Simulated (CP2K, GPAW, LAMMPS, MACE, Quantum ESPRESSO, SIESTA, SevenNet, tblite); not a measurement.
# Which site? A vacancy of Ge in amorphous Ge (61 atoms), by several methods

Aim: compare the energies of a vacancy of Ge at unlike sites of amorphous Ge (61 atoms), with plane waves as the reference.

The results are calculated values.

### Step 1. The cell

The cell holds 61 atoms (61 Ge), with edges of 11.32, 11.32 and 11.32 Å. Recipe: 61 atoms (61 Ge) placed at random at 5.08 g/cm³, melted at 3500 K for 10 ps at fixed volume with the Tersoff potential (Tersoff, Phys. Rev. B 39, 5566 (1989)). Quenched from 3500 K to 100 K at 5 K/ps and fixed volume, held 5 ps, then minimised at fixed cell. Then the atoms were relaxed with MACE MPA-0 medium in the fixed cell.

### Step 2. The reference input

Quantum ESPRESSO 7.5: Kohn-Sham DFT, PBE, SSSP efficiency 1.3.0 pseudopotentials, plane waves. Its input, pw.in, for the unchanged cell:

```
&control
  calculation = 'scf'
  pseudo_dir = './pseudo'
  outdir = './tmp'
  disk_io = 'none'
  tprnfor = .true.
  tstress = .true.
/
&system
  ibrav = 0
  nat = 61
  ntyp = 1
  ecutwfc = 45
  ecutrho = 360
  nosym = .true.
  occupations = 'smearing'
  smearing = 'fd'
  degauss = 0.003675
/
&electrons
  conv_thr = 3.0e-07
  electron_maxstep = 100
  mixing_beta = 0.2
  mixing_mode = 'local-TF'
  diagonalization = 'david'
/
ATOMIC_SPECIES
Ge 72.630 Ge.upf
CELL_PARAMETERS angstrom
11.31680 0.00000 0.00000
0.00000 11.31680 0.00000
0.00000 0.00000 11.31680
ATOMIC_POSITIONS crystal
Ge 0.44757 0.94688 0.91444
Ge 0.38008 0.25456 0.55195
Ge 0.63555 0.65036 0.73970
Ge 0.88588 0.42075 0.22163
[... 55 atom lines left out ...]
Ge 0.17592 0.00641 0.53018
Ge 0.32585 0.29118 0.99292
K_POINTS gamma
```

```console
$ OMP_NUM_THREADS=1 mpirun -np 4 pw.x -in pw.in > output.txt
```

The job ended after 2.6 min (4 MPI ranks of Arm Neoverse V2, shared host; peak memory 4.2 GiB).

It converged with an r.m.s. force component of 0.18 eV/Å and a pressure of 1.9 GPa.

### Step 3. The levels

The levels share the cells and solve them as single points, though not every level runs every cell. CPU time is summed over a level's finished runs, on a host shared with the other runs, so it is rough; the force column is the median over cells of the r.m.s. difference of force components from the reference.

| level | basis or training data | k-points | runs finished | CPU time | peak memory (GiB) | force difference (meV/Å) |
| --- | --- | --- | --- | --- | --- | --- |
| QE, PBE | plane waves, SSSP efficiency, 45/360 Ry | Γ | 6 of 6 | 64 min | 4.2 | reference |
| CP2K double zeta, PBE | DZVP-MOLOPT-SR, GTH-PBE potentials, 350 Ry | Γ | 5 of 5 | 6 min | 1.9 | 25 |
| GPAW dzp, PBE | dzp orbitals, PAW, h 0.18 Å | Γ | 5 of 5 | 18 min | 1.9 | 42 |
| SIESTA DZP, PBE | DZP orbitals, shift 0.01 Ry, mesh 300 Ry | Γ | 5 of 5 | 21 min | 1.2 | 115 |
| CP2K double zeta, PBEsol | DZVP-MOLOPT-SR, GTH-PBE potentials, 350 Ry | Γ | 5 of 5 | 6 min | 1.9 | 39 |
| CP2K double zeta, RPBE | DZVP-MOLOPT-SR, GTH-PBE potentials, 350 Ry | Γ | 5 of 5 | 6.1 min | 1.9 | 23 |
| tblite GFN1-xTB | tight binding with its own dispersion term | Γ | 5 of 5 | 24 s | 0.13 | 136 |
| MACE MPA-0 medium | trained on PBE(+U) plane-wave data | - | 6 of 6 | 36 s | 0.77 | 173 |
| SevenNet 0 | trained on PBE(+U) plane-wave data | - | 6 of 6 | 36 s | 0.68 | 189 |

The reference's own r.m.s. force component runs from 167 to 186 meV/Å over these cells. MACE MPA-0 medium relaxed the atoms, so in the cells that it relaxed its own forces are small, and its entry isn't an independent test there.

### Step 4. The sites

Each changed cell was relaxed with MACE MPA-0 medium before the single points. Neighbours are the site's nearest atoms before the change.

```csv
site,nearest atoms,their mean distance (Å),atoms within 6 Å,largest move on relaxing (Å),longest force left in the reference (eV/Å)
Ge26,Ge6,2.75,36,0.33,0.59
Ge49,Ge4,2.54,35,2.19,0.74
Ge22,Ge4,2.51,35,1.19,0.55
Ge16,Ge4,2.50,35,1.72,0.70
Ge7,Ge4,2.53,33,1.08,0.79
```

### Step 5. Site energies

All changed cells hold the same atoms, so within one level their energies compare with no chemical potential. Energies in eV, less that of Ge26, the reference's cheapest site; the last column is the largest deviation from the reference once each row's mean is taken off.

```csv
level,Ge26,Ge49,Ge22,Ge16,Ge7,cheapest,largest deviation
"QE, PBE",0.00,0.56,0.73,1.01,2.01,Ge26,-
"CP2K double zeta, PBE",0.00,0.40,0.65,0.98,1.92,Ge26,0.09
"GPAW dzp, PBE",0.00,0.27,0.55,0.92,1.80,Ge26,0.15
"SIESTA DZP, PBE",0.00,-0.15,0.26,0.81,1.50,Ge49,0.38
"CP2K double zeta, PBEsol",0.00,0.23,0.57,0.88,1.67,Ge26,0.19
"CP2K double zeta, RPBE",0.00,0.50,0.70,1.03,2.05,Ge26,0.05
tblite GFN1-xTB,0.00,1.31,1.24,1.46,2.99,Ge26,0.54
MACE MPA-0 medium,0.00,0.51,0.09,0.56,1.29,Ge26,0.37
SevenNet 0,0.00,0.33,-0.06,0.32,0.82,Ge22,0.61
```

### Step 6. Findings

In the reference the cheapest site is Ge26 (Ge6) and the dearest Ge7 (Ge4), 2.0 eV higher. 6 of the 8 other levels pick the same cheapest site; SIESTA DZP, PBE picks Ge49 and SevenNet 0 picks Ge22. CP2K double zeta, RPBE follows the reference most closely (0.05 eV at worst) and SevenNet 0 least (0.61 eV).

The other programs at PBE deviate by 0.38 eV at most, the learned potentials by 0.37 to 0.61 eV.

Caveats: The geometries are those of MACE MPA-0 medium; forces of up to 0.79 eV/Å remain in the reference, so relaxing in DFT would lower the energies, by amounts that can differ from site to site and can change the order. For MACE MPA-0 medium alone these are relaxed energies. Defects interact with their periodic images. Neighbours of a vacancy can rebond in unlike ways from site to site, which enters the differences. Atoms moved by over 1 Å in some relaxations, so part of the differences can come from the host's rearranging. The reference has no spin polarisation, so cut bonds at a vacancy can't carry moments. Only 5 of the 61 Ge sites are compared. Learned potentials don't solve for electrons, so the charge or spin state of a defect can't be set in them. The quench rate of 5 K/ps is many orders above laboratory rates, so the cell is likely richer in defects and strain than a real sample. The reference samples only Γ, in a cell whose shortest periodic width is 11 Å. The reference isn't exact: its cutoffs and mesh weren't converged further here. SIESTA's automatically made basis is far from complete, and its potentials were converted by us (checked for H, C, O, Si, Ge and Ca alone). Spin–orbit coupling is left out. Where levels are smeared, the DFT runs use Fermi–Dirac occupations at 580 K (0.05 eV), and energies are free energies.

[Logs are printed without paths, hosts, clocks, repeated set-up lines and the standing remarks that a program may print on its own settings, such as how far it seeks lower states.]

[Hosts, paths, dates, database ids (printed as entryN), source tags and the programs' standing remarks are cut or masked in the printed files.]
